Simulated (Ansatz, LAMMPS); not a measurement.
**Amorphous trans-polyacetylene (as short chains C28H32), from a frame at 250 K (180 atoms): geometry optimisation**

Wanted: the relaxed structure of amorphous trans-polyacetylene (as short chains C28H32), from a frame at 250 K (180 atoms) and its electronic structure.

Program: Ansatz 0.2.0. Level of theory: Kohn-Sham DFT, PBE+D3(BJ), PAW (set soft_2), plane waves. Results are calculated unless marked as measured.

This is a report of a sequence of runs, with most program output left out.

### Step 1. Starting point

The cell holds 180 atoms: 84 C and 96 H. Cell: a = 11.950 Å, b = 11.950 Å, c = 11.950 Å, α = 90.0°, β = 90.0°, γ = 90.0°. 3 trans-polyacetylene chains of 13 units with methyl end groups placed at random, at 1.08 g/cm³; overlaps pushed apart, then 20 ps at 800 K with MMFF94 bonds, angles, torsions, charges and radii (Halgren, J. Comput. Chem. 17, 490 (1996)) in harmonic and 12-6 forms. Snapshot after 30 ps at 250 K and fixed volume.

Limits known from the start: The network of contacts between molecules at the start is that of the classical potential that made the cell. The density was typed from a rule of thumb and may lie off the real one at this temperature. Sampling is at Γ alone, for a cell whose shortest periodic width is 12 Å.

### Step 2. How the cell was made

A classical potential supplies the starting structure, since it reaches far longer times than DFT.

This step: classical MD, MMFF94 bonds, angles, torsions, charges and radii (Halgren, J. Comput. Chem. 17, 490 (1996)) in harmonic and 12-6 forms; charges of ions scaled by 0.8 (LAMMPS 22 Jul 2025 - Update 4).

File in.lmp:

```
# amorphous trans-polyacetylene
units real
atom_style full
boundary p p p
bond_style harmonic
angle_style harmonic
dihedral_style opls
improper_style harmonic
special_bonds lj 0 0 0.5 coul 0 0 0.75
read_data data.lmp
neigh_modify delay 0 every 1 check yes one 4000
comm_modify cutoff 12.0
timestep 0.5
thermo_style custom step time temp pe press density
thermo_modify norm yes
# push overlapping molecules apart
pair_style soft 2.6
pair_coeff * * 0.0
variable a equal ramp(1,60)
fix ad all adapt 1 pair soft a * * v_a
velocity all create 800 419225 mom yes dist gaussian
fix lim all nve/limit 0.03
fix lan all langevin 800 800 50 419226 zero yes
thermo 1000
run 3000 post no
unfix ad
pair_style lj/cut/coul/long 9.0
pair_modify mix arithmetic tail yes
pair_coeff 1 1 0.0678 3.3680   # C
pair_coeff 2 2 0.0678 3.5860   # C
pair_coeff 3 3 0.0216 2.5400   # H
kspace_style pppm 1.0e-4
thermo 100
minimize 1e-5 1e-3 300 3000
# [... 15 lines left out ...]
compute msd all msd com yes
thermo 7500
fix md all nvt temp 250 250 100
run 30000 post no
print "== T250: mean square displacement over the hold $(c_msd[4]:%.2f) A^2"
unfix md
uncompute msd
write_dump all custom T250.dump id type xs ys zs modify sort id
```

The run is started by

```bash
$ lmp -in in.lmp -log none -nocite
```

It took 32 s on 1 thread of AMD EPYC 9R45, shared host; peak memory 0.11 GiB.

The input also reads data.lmp (atoms, bonds and types; not printed here).

### Step 3. Single point at the start

The forces at the start show how far the geometry lies from a minimum of this functional.

File input.yaml:

```yaml
crystal:
  lattice:
    - [11.9497, 0.0, 0.0]
    - [0.0, 11.9497, 0.0]
    - [0.0, 0.0, 11.9497]
  atoms:
    - { symbol: C, position: [0.06944, 0.40006, 0.68611] }
    - { symbol: C, position: [0.00214, 0.44421, 0.5916] }
    - { symbol: C, position: [0.95264, 0.37766, 0.51294] }
    - { symbol: C, position: [0.87758, 0.43012, 0.4299] }
    - { symbol: C, position: [0.79571, 0.37974, 0.3753] }
    - { symbol: C, position: [0.72258, 0.44089, 0.306] }
    - { symbol: C, position: [0.6432, 0.39341, 0.24343] }
    - { symbol: C, position: [0.57571, 0.46221, 0.16974] }
    - { symbol: C, position: [0.52278, 0.42384, 0.0783] }
    - { symbol: C, position: [0.47131, 0.49904, 0.0008] }
    - { symbol: C, position: [0.45886, 0.46919, 0.89292] }
    - { symbol: C, position: [0.40353, 0.54228, 0.81864] }
    - { symbol: C, position: [0.39551, 0.5255, 0.71021] }
    - { symbol: C, position: [0.33457, 0.577, 0.62442] }
    - { symbol: C, position: [0.25334, 0.65585, 0.63061] }
    - { symbol: C, position: [0.18757, 0.70172, 0.53561] }
    - { symbol: C, position: [0.1542, 0.63787, 0.44716] }
    - { symbol: C, position: [0.10717, 0.68143, 0.34519] }
    - { symbol: C, position: [0.14439, 0.76972, 0.28789] }
    - { symbol: C, position: [0.09605, 0.81178, 0.17986] }
    - { symbol: C, position: [0.12552, 0.90697, 0.13081] }
    - { symbol: C, position: [0.07516, 0.9404, 0.02995] }
    - { symbol: C, position: [0.09046, 0.04176, 0.98344] }
    - { symbol: C, position: [0.0597, 0.07167, 0.87111] }
    - { symbol: C, position: [0.04959, 0.99925, 0.7889] }
    - { symbol: C, position: [0.03118, 0.03568, 0.67856] }
    - { symbol: C, position: [0.01977, 0.96085, 0.598] }
    - { symbol: C, position: [0.02044, 0.99392, 0.47746] }
    - { symbol: H, position: [0.14686, 0.44484, 0.68424] }
    - { symbol: H, position: [0.08571, 0.308, 0.67234] }
    - { symbol: H, position: [0.0274, 0.40505, 0.7691] }
    - { symbol: H, position: [0.99444, 0.53537, 0.58923] }
    [... 142 atom lines left out ...]
    - { symbol: H, position: [0.7066, 0.97008, 0.06871] }
    - { symbol: H, position: [0.72964, 0.13095, 0.17041] }
    - { symbol: H, position: [0.9441, 0.01753, 0.24099] }
    - { symbol: H, position: [0.89262, 0.26047, 0.21774] }
    - { symbol: H, position: [0.02868, 0.19334, 0.22822] }
    - { symbol: H, position: [0.9528, 0.20951, 0.35288] }
kpoints:
  mp_grid: { grid: [1, 1, 1] }
hamiltonian:
  xc: pbe
  dispersion: d3bj
scf:
  occupations: { method: fermi_dirac, width: 0.05 }
output:
  forces: true
  stress: true
  populations: true
  dos:
    method: { smearing: { sigma: 0.08 } }
    de: 0.1
    projected: { site_lists: { C: [C], H: [H] } }
  eigenvalues: true
```

The run is started by

```bash
$ ansatz run input.yaml --threads 4 --pin off --max-ram 8192MiB --backend cpu --events-out ev --progress --plain --runs-dir out
```

It took 8.7 s on 4 threads of AMD EPYC 9R45, shared host; peak memory 2.1 GiB; 33 s of CPU time.

The run gave:

```yaml
free_energy: -22603.9221 eV
free_energy_per_atom: -125.5773 eV/atom
scf_cycles: 10
pressure: 5.222 GPa
r_m_s_force_component: 0.9638 eV/Å
longest_force: 4.109 eV/Å
fermi_energy: 1.9 eV
spacing_of_highest_filled_and_lowest_empty_level: 1.299 eV
spilling_of_the_projection: 0.01222
```

The r.m.s. force component of 0.96 eV/Å and the pressure of 5.2 GPa set the starting point.

Neighbours are counted within 1.34 Å (H-C), 1.85 Å (C-C).

Length of the force by element and coordination:

```
element  coordination  atoms  mean length of the force (eV/Å)  spread  least  most
      C           all     84                             1.90   0.893  0.362  4.11
      C             3     78                             1.89   0.905  0.362  4.11
      C             4      6                             1.92   0.719  0.895  3.21
      H           all     96                            0.989   0.635  0.120  3.44
```

### Step 4. Relaxation

With the cell held, the atoms are moved downhill towards a nearby minimum.

input.yaml, the sections that differ from step 3:

```yaml
output:
  forces: true
relax:
  f_tol: 0.05
  max_steps: 200
# crystal, kpoints, hamiltonian, scf: as in step 3
```

Elapsed: 2.2 min, on 4 threads; peak memory 2.1 GiB.

The steps of the relaxation (22 of 35):

```
step  energy less that of the first step (eV)  largest force component (eV/Å)
   1                                   0.0000                          3.7809
   3                                  -6.9837                          0.6220
   4                                  -7.4858                          0.3641
   6                                  -7.8795                          0.2154
   7                                  -7.9547                          0.2171
   9                                  -8.0140                          0.2403
  11                                  -8.0574                          0.1400
  12                                  -8.0678                          0.2463
  14                                  -8.0891                          0.0793
  16                                  -8.1067                          0.4805
  17                                  -8.1222                          0.3194
  19                                  -8.1524                          0.2533
  20                                  -8.1621                          0.3586
  22                                  -8.1547                          0.5246
  24                                  -8.1890                          0.0741
  25                                  -8.1914                          0.2296
  27                                  -8.1989                          0.0699
  29                                  -8.2046                          0.0918
  30                                  -8.2062                          0.0703
  32                                  -8.2077                          0.0285
  33                                  -8.2094                          0.0529
  35                                  -8.2106                          0.0348
```

Relaxation step 22 was tried and not accepted.

The atoms that moved most (Å):

| atom | dx | dy | dz | length |
| --- | --- | --- | --- | --- |
| H116 | -1.514 | 1.241 | 1.087 | 2.239 |
| H115 | -0.614 | 1.584 | 1.341 | 2.165 |
| H117 | 1.643 | -0.482 | -1.177 | 2.078 |
| H119 | 1.565 | 0.200 | -0.695 | 1.724 |
| H118 | -0.149 | -1.086 | -1.219 | 1.639 |
| H112 | -0.094 | -1.158 | -0.517 | 1.272 |
| H113 | -0.215 | 1.014 | 0.629 | 1.212 |
| C85 | -0.347 | 0.831 | 0.584 | 1.073 |

The relaxation changed the energy by -45.6 meV/atom, and atoms moved by 0.62 Å r.m.s., 2.2 Å at most.

### Step 5. Distances and neighbours after relaxation

Bonds before and after, by the cutoffs listed below:

```
pair  bonds before  bonds after  mean before (Å)  mean after (Å)  spread before (Å)  spread after (Å)
 H-C            96           96            1.087           1.095              0.030             0.003
 C-C            81           81            1.387           1.400              0.056             0.035
```

Density 1.08 g/cm³, 9.480 Å³ an atom.

g(r), total and by pair (bins of 0.2 Å):

| r (Å) | total | H-H | H-C | C-C |
| --- | --- | --- | --- | --- |
| 1.00 | 3.15 | 0.00 | 6.35 | 0.00 |
| 1.20 | 0.30 | 0.00 | 0.60 | 0.00 |
| 1.40 | 1.73 | 0.00 | 0.00 | 7.92 |
| 1.60 | 0.00 | 0.00 | 0.00 | 0.00 |
| 1.80 | 0.24 | 0.84 | 0.00 | 0.00 |
| 2.00 | 0.15 | 0.11 | 0.23 | 0.00 |
| 2.20 | 1.69 | 0.72 | 2.98 | 0.00 |
| 2.40 | 0.90 | 1.71 | 0.00 | 1.92 |
| 2.60 | 1.15 | 1.49 | 1.22 | 0.55 |
| 2.80 | 0.89 | 0.77 | 1.34 | 0.00 |
| 3.00 | 0.90 | 1.50 | 0.91 | 0.08 |
| 3.20 | 0.88 | 1.18 | 0.98 | 0.24 |
| 3.40 | 0.79 | 0.71 | 0.98 | 0.49 |
| 3.60 | 0.95 | 0.87 | 1.01 | 0.92 |
| 3.80 | 1.09 | 0.98 | 0.85 | 1.80 |
| 4.00 | 1.07 | 0.91 | 1.15 | 1.08 |
| 4.20 | 1.08 | 0.97 | 1.06 | 1.29 |
| 4.40 | 0.99 | 0.91 | 0.87 | 1.34 |
| 4.60 | 1.15 | 1.25 | 1.02 | 1.31 |
| 4.80 | 1.10 | 1.15 | 0.99 | 1.29 |
| 5.00 | 1.16 | 1.04 | 1.18 | 1.28 |
| 5.20 | 1.04 | 1.01 | 1.06 | 1.04 |
| 5.40 | 0.97 | 0.88 | 1.01 | 1.01 |
| 5.60 | 0.93 | 0.98 | 0.91 | 0.92 |
| 5.80 | 0.89 | 0.91 | 0.89 | 0.86 |

Bonds by pair of elements; cutoffs follow the first minimum of g(r), held within bounds set by covalent radii, and pairs that aren't listed don't count as bonded:

| pair A-B | cutoff (Å) | bonds | mean length (Å) | spread (Å) | shortest (Å) | B about A | A about B |
| --- | --- | --- | --- | --- | --- | --- | --- |
| H-C | 1.34 | 96 | 1.09 | 0.003 | 1.09 | 1 | 1.14 |
| C-C | 1.82 | 81 | 1.4 | 0.035 | 1.35 | 1.93 | 1.93 |

How many atoms have how many bonded neighbours:

| element | mean | 1 | 3 | 4 |
| --- | --- | --- | --- | --- |
| C | 3.07 | 0 | 78 | 6 |
| H | 1 | 96 | 0 | 0 |

Bond angles, per cent of each kind in bins of 5°:

```
angle (°)  C-C-H  C-C-C  H-C-H
  105–110    0.0    0.0  100.0
  110–115   15.5    0.0    0.0
  115–120   79.3    3.9    0.0
  120–125    5.2   51.3    0.0
  125–130    0.0   41.0    0.0
  130–135    0.0    3.9    0.0
```

Bond angles (no mean is given where the spread exceeds 20°):

```
angle  count  mean (°)  spread (°)
C-C-H    174       117         2.4
C-C-C     78       125         2.8
H-C-H     18       108         1.2
```

Bond length by coordination (bonds to H left out):

```csv
element,coordination,atoms,mean bond length (Å)
C,3,78,1.40
C,4,6,1.49
```

By these cutoffs 93 % of C atoms have 3 and all H atoms have 1 bonded neighbour. The C-C-H angle averages 117° with a spread of 2°.

[end of part 1 of 2]

[Logs are printed without paths, hosts, clocks, repeated set-up lines and the standing remarks that a program may print on its own settings, such as how far it seeks lower states.]

[Hosts, paths, dates, database ids (printed as entryN), source tags and the programs' standing remarks are cut or masked in the printed files.]

[The MMFF94 radii named for the starting cell were scaled by 0.96; in molecules described by MMFF94, hydrogen bound to N, O or S took a small fixed 12-6 site in their place.]
